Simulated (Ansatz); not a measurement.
## ZrCdS3 (model cell, started as cubic perovskite with Zr in the octahedra): a soft mode frozen in

Aim: this structure of ZrCdS3 (model cell, started as cubic perovskite with Zr in the octahedra) is to be tested for unstable modes, and one is followed downhill.

Method: DFT PBEsol, scalar-relativistic, plane waves, PAW; PAW set soft_1, in Ansatz 0.2.0.

This is a report of a sequence of runs, with most program output left out.

The structure was built from a prototype and need not be the compound's stable phase.

**1. The structure**

The structure is cubic, space group Pm-3m (No. 221). The conventional cell has a = 4.920 Å, b = 4.920 Å, c = 4.920 Å, α = 90.00°, β = 90.00°, γ = 90.00°. Nearest to Cd lie 12 S at 3.48 Å. Nearest to Zr lie 6 S at 2.46 Å. Nearest to S lie 2 Zr at 2.46 Å. Farther neighbours and most contacts between anions are not listed.

**2. The dispersion**

The cell comes from relaxations at this level that are not shown. Stability and thermal properties need the whole zone. Linear response on a 2×2×2 q mesh gives force constants as far as a supercell of that size would.

Input file input.yaml:

```yaml
crystal:
  lattice:
    - [4.9204475525, 0.0, 0.0]
    - [0.0, 4.9204475525, 0.0]
    - [0.0, 0.0, 4.9204475525]
  atoms:
    - { symbol: Cd, position: [0.0, 0.0, 0.0] }
    - { symbol: Zr, position: [0.5, 0.5, 0.5] }
    - { symbol: S, position: [0.5, 0.5, 0.0] }
    - { symbol: S, position: [0.5, 0.0, 0.5] }
    - { symbol: S, position: [0.0, 0.5, 0.5] }
kpoints:
  mp_grid: { grid: [8, 8, 8] }
hamiltonian:
  xc: pbesol
  pseudopotentials: { kind: paw, azcp: { folder: soft_1 }, xc_functional: pbe }
scf:
  occupations: { method: methfessel_paxton, width: 0.2 }
output:
  eigenvalues: true
phonons:
  method: dfpt
  qmesh: [2, 2, 2]
  temperatures: { t_max: 1000, t_step: 50 }
  qpath:
    path:
      - [[0.0, 0.0, 0.0], [0.0, 0.5, 0.0], [0.5, 0.5, 0.0], [0.0, 0.0, 0.0], [0.5, 0.5, 0.5], [0.0, 0.5, 0.0]]
      - [[0.5, 0.5, 0.5], [0.5, 0.5, 0.0]]
    npoints: 10
```

Run with:

```
> ansatz run input.yaml --threads 8 --pin off --max-ram 16384MiB --backend cpu --events-out ev --progress --plain --runs-dir out
```

Wall time 1.7 min (8 threads of AMD EPYC 7B13 (Zen 3), shared host); peak memory 1.5 GiB; 13 min of CPU time.

This step gave:

| Item | Value |
| --- | --- |
| volume per atom | 23.83 Å³ |
| gap on the k-mesh | 0 eV |
| sum-rule residual before enforcement | 5.53e-5 eV/Å² |
| lowest frequency on the path | -183.6 cm⁻¹ |
| point group | m-3m |
| highest frequency on the path or at a solved wavevector | 466.9 cm⁻¹ |
| highest optical mode at the zone centre (no LO-TO term) | 356.7 cm⁻¹ |
| lowest optical zone-centre mode | -135.7 cm⁻¹ |
| lowest mode on the q mesh (acoustic modes at Γ apart) | -183.6 cm⁻¹ |

Frequencies (cm⁻¹) solved at each irreducible wavevector; negative means imaginary. Frequencies by wavevector, by row:

```csv
q in reciprocal lattice units,star,mode 1,mode 2,mode 3,mode 4,mode 13,mode 14,mode 15
0 0 0,1,-135.7,-135.7,-135.7,-118.8,356.7,356.7,356.7
0 0 -0.5,3,-129.3,-118,-118,-71.3,361.4,361.4,414.9
0 -0.5 -0.5,3,-183.6,-97.4,-97.4,-64.5,364.2,367.4,446.3
-0.5 -0.5 -0.5,1,-180.2,-180.2,-180.2,-64.9,361.9,361.9,466.9
```

Interpolated from a 2×2×2 q mesh. The phonon branches at the labelled points (cm⁻¹):

| point | branch 1 | branch 2 | branch 3 | branch 4 | branch 12 | branch 13 | branch 14 | branch 15 |
| --- | --- | --- | --- | --- | --- | --- | --- | --- |
| Γ | -136 | -136 | -136 | -119 | 0 | 357 | 357 | 357 |
| halfway | -132 | -124 | -124 | -96 | 138 | 359 | 359 | 385 |
| X | -129 | -118 | -118 | -71 | 200 | 361 | 361 | 415 |
| halfway | -158 | -103 | -98 | -77 | 197 | 364 | 365 | 428 |
| M | -184 | -97 | -97 | -64 | 194 | 364 | 367 | 446 |
| halfway | -147 | -107 | -106 | -88 | 138 | 362 | 364 | 404 |
| Γ | -136 | -136 | -136 | -119 | 0 | 357 | 357 | 357 |
| halfway | -149 | -134 | -134 | -72 | 138 | 365 | 365 | 420 |
| R | -180 | -180 | -180 | -65 | 185 | 362 | 362 | 467 |
| halfway | -160 | -146 | -136 | -70 | 194 | 365 | 366 | 440 |
| X | -129 | -118 | -118 | -71 | 200 | 361 | 361 | 415 |
| jump to R | -180 | -180 | -180 | -65 | 185 | 362 | 362 | 467 |
| halfway | -182 | -150 | -150 | -66 | 190 | 363 | 366 | 455 |
| M | -184 | -97 | -97 | -64 | 194 | 364 | 367 | 446 |

Symmetry leaves 4 wavevectors to solve. The lowest mode among them, the acoustic zeros apart, lies at q = (0, -0.5, -0.5) and is imaginary, 183.6i cm⁻¹, so the energy falls along it.

**3. The mode frozen in, largest atomic shift 0 Å**

The mode followed lies at q = (-0.5, -0.5, -0.5) with frequency 180.2i cm⁻¹ and is 3-fold degenerate, one of the unstable modes though not the softest. At small amplitude the distorted cell has space group no. 167 by a symmetry search on the positions. The undistorted cell that holds it gives the zero of energy on the same k mesh.

System of this step: ZrCdS3 (model cell, started as cubic perovskite with Zr in the octahedra). Symmetry: Pm-3m, No. 221, cubic system. Conventional cell: a = 4.920 Å, b = 4.920 Å, c = 4.920 Å, α = 90.00°, β = 90.00°, γ = 90.00°. Cd has 12 S at 3.48 Å nearest. Nearest to Zr lie 6 S at 2.46 Å. Nearest to S lie 2 Zr at 2.46 Å. Farther neighbours and most contacts between anions are not listed.

input.yaml, the sections that differ from step 2:

```yaml
crystal:
  lattice:
    - [4.9204475525, 4.9204475525, 0.0]
    - [4.9204475525, 0.0, 4.9204475525]
    - [4.9204475525, 0.0, -4.9204475525]
  atoms:
    - { symbol: Cd, position: [0.0, 0.5, 0.5] }
    - { symbol: Cd, position: [0.0, 0.0, 0.0] }
    - { symbol: Zr, position: [0.5, 0.25, 0.75] }
    - { symbol: Zr, position: [0.5, 0.75, 0.25] }
    - { symbol: S, position: [0.5, 0.0, 1.0] }
    - { symbol: S, position: [0.5, 0.5, 0.5] }
    - { symbol: S, position: [0.0, 0.0, 0.5] }
    - { symbol: S, position: [0.0, 0.5, 0.0] }
    - { symbol: S, position: [0.5, 0.0, 0.5] }
    - { symbol: S, position: [0.5, 0.5, 0.0] }
output:
  forces: true
  stress: true
  eigenvalues: true
# kpoints, hamiltonian, scf: as in step 2
# phonons: removed
```

Run time: 2.9 s. Hardware: 8 threads; peak memory 1.1 GiB.

Numbers from this step:

* pressure: -0.01864 GPa
* energy from the undistorted cell: 0 meV/atom

The run ends at a pressure of -0.02 GPa.

**4. The mode frozen in, largest atomic shift 0.6 Å**

The atoms are moved along the unstable eigenvector, the largest shift by 0.6 Å, with the cell fixed.

input.yaml, the sections that differ from step 3:

```yaml
crystal:
  lattice:
    - [4.9204475525, 4.9204475525, 0.0]
    - [4.9204475525, 0.0, 4.9204475525]
    - [4.9204475525, 0.0, -4.9204475525]
  atoms:
    - { symbol: Cd, position: [0.0, 0.5, 0.5] }
    - { symbol: Cd, position: [0.0, 0.0, 0.0] }
    - { symbol: Zr, position: [0.5, 0.25, 0.75] }
    - { symbol: Zr, position: [0.5, 0.75, 0.25] }
    - { symbol: S, position: [0.5862246908, 0.0, 1.0] }
    - { symbol: S, position: [0.4137753092, 0.5, 0.5] }
    - { symbol: S, position: [0.0, 0.0862246908, 0.5] }
    - { symbol: S, position: [0.0, 0.4137753092, 0.0] }
    - { symbol: S, position: [0.5862246908, -0.0862246908, 0.5] }
    - { symbol: S, position: [0.4137753092, 0.5862246908, 0.0] }
# kpoints, hamiltonian, scf, output: as in step 3
```

Run time: 5.6 s. Hardware: 8 threads; peak memory 1.3 GiB.

This step gave:

| Item | Value |
| --- | --- |
| pressure | -5.052 GPa |
| gap on the k-mesh | 0.6141 eV |
| energy from the undistorted cell | -298.1 meV/atom |

The energy, extrapolated to zero smearing, is -298.14 meV/atom against the undistorted cell.

The run ends at a pressure of -5.05 GPa, with forces up to 1.1 eV/Å.

**5. Energy along the mode, all amplitudes (two of the runs are shown above)**

An imaginary frequency means negative curvature, so the energy should fall and then rise again as anharmonic terms take over.

Numbers from this step:

```yaml
depth_at_the_lowest_point_sampled: 298.1 meV/atom
largest_atomic_shift_at_that_point: 0.6 Å
```

Energy from the parent against largest atomic shift:

```
largest atomic shift (Å)  energy from the parent (meV/atom)
                   0.000                                  0
                   0.040                              -1.87
                   0.080                              -7.36
                   0.140                              -21.6
                   0.220                              -50.4
                   0.320                               -102
                   0.450                               -191
                   0.600                               -298
```

Displacement at unit largest shift by atom:

```
atom   x (Å)   y (Å)   z (Å)   size
 Cd1   0.000   0.000   0.000  0.000
 Cd2   0.000   0.000   0.000  0.000
 Zr3   0.000   0.000   0.000  0.000
 Zr4   0.000   0.000   0.000  0.000
  S5   0.707   0.707   0.000  1.000
  S6  -0.707  -0.707   0.000  1.000
  S7   0.707   0.000   0.707  1.000
  S8  -0.707   0.000  -0.707  1.000
  S9   0.000   0.707  -0.707  1.000
 S10   0.000  -0.707   0.707  1.000
```

The lowest of the steps tried is the last one, at 0.6 Å, 298 meV/atom below the parent; the bottom of the well need not coincide with a step.

**6. Relaxing from the distorted cell**

Starting from the lowest point found, all atoms and the cell are let go, so that strain and other modes of the same symmetry can join in.

Edit input.yaml of step 4 so:

```diff
@@ -27 +27,10 @@
   eigenvalues: true
+  write_density: true
+  write_potential: true
+  elf: true
+  volumetric_format: npy
+relax:
+  adjacent_minimum: "off"
+  f_tol: 0.002
+  max_steps: 120
+  cell: { stress_tol: 0.03 }
```

Wall time 46 s (8 threads); peak memory 1.4 GiB.

Step by step:

```csv
step,energy less that of the first step (eV),largest force component (eV/Å),pressure (GPa),volume (Å³)
1,0.0000,0.7869,-5.05,238.26
2,-1.6591,0.4797,-0.61,219.90
3,-1.7175,0.4379,-0.66,220.34
4,-1.8222,0.3309,1.65,215.48
5,-1.9027,0.0045,-0.12,219.47
6,-1.9029,0.0006,-0.01,219.29
7*,-1.9011,0.0005,-0.01,219.29
```

Relaxation steps marked * repeat the geometry before them on a plane-wave basis chosen anew for their cell, so energy and pressure can jump there.

Forces are held to the 12 operations that the run works with; a distortion that breaks them can't arise in this run.

```csv
"conventional cell, symmetrised",before,after,change
a (Å),6.959,6.615,-4.9 %
b (Å),6.959,6.615,-4.9 %
c (Å),17.045,17.363,+1.9 %
volume (Å³/atom),23.83,21.93,-8.0 %
```

The atoms that moved most (Å, as changes of fractional coordinates times the final cell):

```
atom      dx      dy      dz  length
  S5   0.189   0.189   0.000   0.267
  S9   0.000   0.189  -0.189   0.267
  S7   0.189   0.000   0.189   0.267
 S10   0.000  -0.189   0.189   0.267
  S8  -0.189   0.000  -0.189   0.267
  S6  -0.189  -0.189   0.000   0.267
```

Final coordinates:

```cif
data_structure
_symmetry_space_group_name_H-M 'P 1'
_symmetry_Int_Tables_number 1
_cell_length_a 6.6145
_cell_length_b 6.6145
_cell_length_c 6.9339
_cell_angle_alpha 90.000
_cell_angle_beta 61.512
_cell_angle_gamma 60.000
_cell_volume 219.29
loop_
_atom_site_label
_atom_site_type_symbol
_atom_site_fract_x
_atom_site_fract_y
_atom_site_fract_z
_atom_site_occupancy
Cd1 Cd 0.00000 0.50000 0.50000 1
Cd2 Cd 0.00000 0.00000 0.00000 1
Zr3 Zr 0.50000 0.25000 0.75000 1
Zr4 Zr 0.50000 0.75000 0.25000 1
S5 S 0.62653 0.00000 0.00000 1
S6 S 0.37347 0.50000 0.50000 1
S7 S 0.00000 0.12653 0.50000 1
S8 S 0.00000 0.37347 0.00000 1
S9 S 0.62653 0.87347 0.50000 1
S10 S 0.37347 0.62653 0.00000 1
```

Numbers from this step:

| Item | Value |
| --- | --- |
| pressure | -0.01091 GPa |
| volume per atom | 21.93 Å³ |
| gap on the k-mesh | 0.9247 eV |

ELF in the ac plane of the conventional cell at fractional y = 0.000, with atoms of Cd and Zr and S within 0.2 Å of it. It is the smooth field of the valence electrons, not physical close to the nuclei.

Ten even steps from '_' (0.03) to '@' (0.85), each cell a mean:
```
####==____________--**%%@@%%++--####
::......________--##@@**--**@@##--::
________________::**@@##**%%@@%%==__
__________..::::..::==**%%##++::____
::::..::++%%@@@@%%++::__________..::
%%++::--%%##----%%@@++..____..::==##
**==::--%%%%++**%%%%++..____..::--**
....__..--**%%%%**--........____....
______________....--++%%@@@@##==..__
____..__________--##@@**==**@@@@==..
--::..__________::##@@%%++##@@**----
++%%++....::..____::++######==--####
####++==##@@%%##++..__________::**##
::::++@@%%==++@@@@++..______........
__::##@@@@****@@%%==..______________
____..==##%%##++--..::::..__________
::::..________..--##@@@@%%**--....::
%%++--..______--##@@++--++@@**::==##
**==::..______::##@@##++##@@**::--**
....____........::++##%%##++::__....
____--**%%@@%%##==......____________
__::##@@%%==++%%%%++..________..____
----==%%@@****@@%%==..__________..--
++%%++--**####**--..__..::..__::####
```
Columns run along a (6.6 Å), rows up along c (17.4 Å), edges of the conventional cell, whose origin can differ from the input's. Atoms in or near the plane, at fractional coordinates: Cd at (0.00, 0.25), Cd at (0.00, 0.75), Zr at (0.00, 0.50), Zr at (0.00, 0.00), S at (0.63, 0.25), S at (0.37, 0.75).

Valence density in the ac plane of the conventional cell at fractional y = 0.000, with atoms of Cd and Zr and S within 0.2 Å of it. It is the smooth field of the valence electrons, not physical close to the nuclei.

Ten steps, logarithmic in the rise over the least value, from '0' (0 e/Å³) to '9' (16 e/Å³), each cell a mean:
```
653100000012222356
211000000234344222
000000000134443200
000000000011211000
431112332100000023
984234334210000369
974234343210000268
210011221100000012
000000000112221000
000000000234343210
321000000134443223
664100000011222356
664223221000000256
222343442100000012
001244432100000000
000012211000000000
431000001223211123
984100002343432369
974100001343432268
210000000122210012
000122221000000000
001343442100000000
332344432100000123
664222210000001256
```
Columns run along a (6.6 Å), rows up along c (17.4 Å), edges of the conventional cell, whose origin can differ from the input's. Atoms in or near the plane, at fractional coordinates: Cd at (0.00, 0.25), Cd at (0.00, 0.75), Zr at (0.00, 0.50), Zr at (0.00, 0.00), S at (0.63, 0.25), S at (0.37, 0.75).

Electrostatic potential energy in the ac plane of the conventional cell at fractional y = 0.000, with atoms of Cd and Zr and S within 0.2 Å of it. With pseudopotentials it is smooth inside the atoms' cores, unlike the true potential.

Ten even steps from '_' (-36 eV) to '@' (13 eV), each cell a mean:
```
__..==%%@@@@@@@@@@@@@@%%##%%%%**::__
**##%%@@@@@@@@@@@@@@**......++%%%%##
@@@@@@@@@@@@@@@@@@@@**::..::**@@@@@@
@@@@@@@@@@@@@@@@@@@@@@@@@@@@@@@@@@@@
**##%%@@@@%%####%%@@@@@@@@@@@@@@%%**
::--++%%##::....::##@@@@@@@@@@##==::
::==**%%##--....==%%@@@@@@@@@@##==--
##%%@@@@@@@@%%%%@@@@@@@@@@@@@@@@%%%%
@@@@@@@@@@@@@@@@@@@@@@%%##%%@@@@@@@@
@@@@@@@@@@@@@@@@@@@@**......++%%@@@@
++**%%@@@@@@@@@@@@@@##::..::**%%##++
____--##@@@@@@@@@@@@@@@@%%%%%%**..__
__..==##%%##%%@@@@@@@@@@@@@@%%**::__
**##%%##::....--%%@@@@@@@@@@@@@@%%##
@@@@@@%%--..::++%%@@@@@@@@@@@@@@@@@@
@@@@@@@@@@@@@@@@@@@@@@@@@@@@@@@@@@@@
**##%%@@@@@@@@@@@@@@%%##%%@@@@@@%%**
::--++%%@@@@@@@@@@++......++%%##==::
::==**%%@@@@@@@@@@**::..::**%%##==--
##%%@@@@@@@@@@@@@@@@@@%%@@@@@@@@%%%%
@@@@@@@@%%##%%%%@@@@@@@@@@@@@@@@@@@@
@@@@@@##::..__--%%@@@@@@@@@@@@@@@@@@
++**####--..::++%%@@@@@@@@@@@@%%##++
____--##%%%%@@@@@@@@@@@@@@@@%%**..__
```
Columns run along a (6.6 Å; values clipped at the 3rd and 97th percentile), rows up along c (17.4 Å), edges of the conventional cell, whose origin can differ from the input's. Atoms in or near the plane, at fractional coordinates: Cd at (0.00, 0.25), Cd at (0.00, 0.75), Zr at (0.00, 0.50), Zr at (0.00, 0.00), S at (0.63, 0.25), S at (0.37, 0.75).

The distorted start has space group R-3c; the relaxation ends in R-3c.

**7. The new phase in its own primitive cell**

The relaxed structure is symmetrised, reduced to its primitive cell and relaxed tightly, as its phonons need.

Input file input.yaml:

```yaml
crystal:
  lattice:
    - [3.3072572664, 1.909445873, 5.7875150973]
    - [-3.3072572664, 1.909445873, 5.7875150973]
    - [0.0, -3.818891746, 5.7875150973]
  atoms:
    - { symbol: Cd, position: [0.25, 0.25, 0.25] }
    - { symbol: Cd, position: [0.75, 0.75, 0.75] }
    - { symbol: Zr, position: [0.5, 0.5, 0.5] }
    - { symbol: Zr, position: [0.0, 0.0, 0.0] }
    - { symbol: S, position: [0.3765346838, 0.75, 0.1234653162] }
    - { symbol: S, position: [0.6234653162, 0.25, 0.8765346838] }
    - { symbol: S, position: [0.8765346838, 0.6234653162, 0.25] }
    - { symbol: S, position: [0.1234653162, 0.3765346838, 0.75] }
    - { symbol: S, position: [0.25, 0.8765346838, 0.6234653162] }
    - { symbol: S, position: [0.75, 0.1234653162, 0.3765346838] }
kpoints:
  mp_grid: { grid: [6, 6, 6] }
hamiltonian:
  xc: pbesol
  pseudopotentials: { kind: paw, azcp: { folder: soft_1 }, xc_functional: pbe }
scf:
  occupations: { method: fixed }
output:
  forces: true
  stress: true
  eigenvalues: true
relax:
  adjacent_minimum: "off"
  f_tol: 0.001
  max_steps: 60
  cell: { stress_tol: 0.01 }
```

The job ended after 9.7 s (8 threads; peak memory 1.1 GiB; 70 s of CPU time).

Little changed from the start: no atom moved by 0.005 Å and no cell edge by 0.1 %.

This step gave:

```
pressure           : 0.005037 GPa
gap on the k-mesh  : 0.9267 eV
direct gap on mesh : 1.119 eV
```

The largest force component left is 0.87 meV/Å and the pressure is 0.005 GPa, within the tolerances set. The cell now holds 21.93 Å³/atom.

(Continued in part 2 of 2.)

[Logs are printed without paths, hosts, clocks, repeated set-up lines and the standing remarks that a program may print on its own settings, such as how far it seeks lower states.]

[Hosts, paths, dates, database ids (printed as entryN), source tags and the programs' standing remarks are cut or masked in the printed files.]
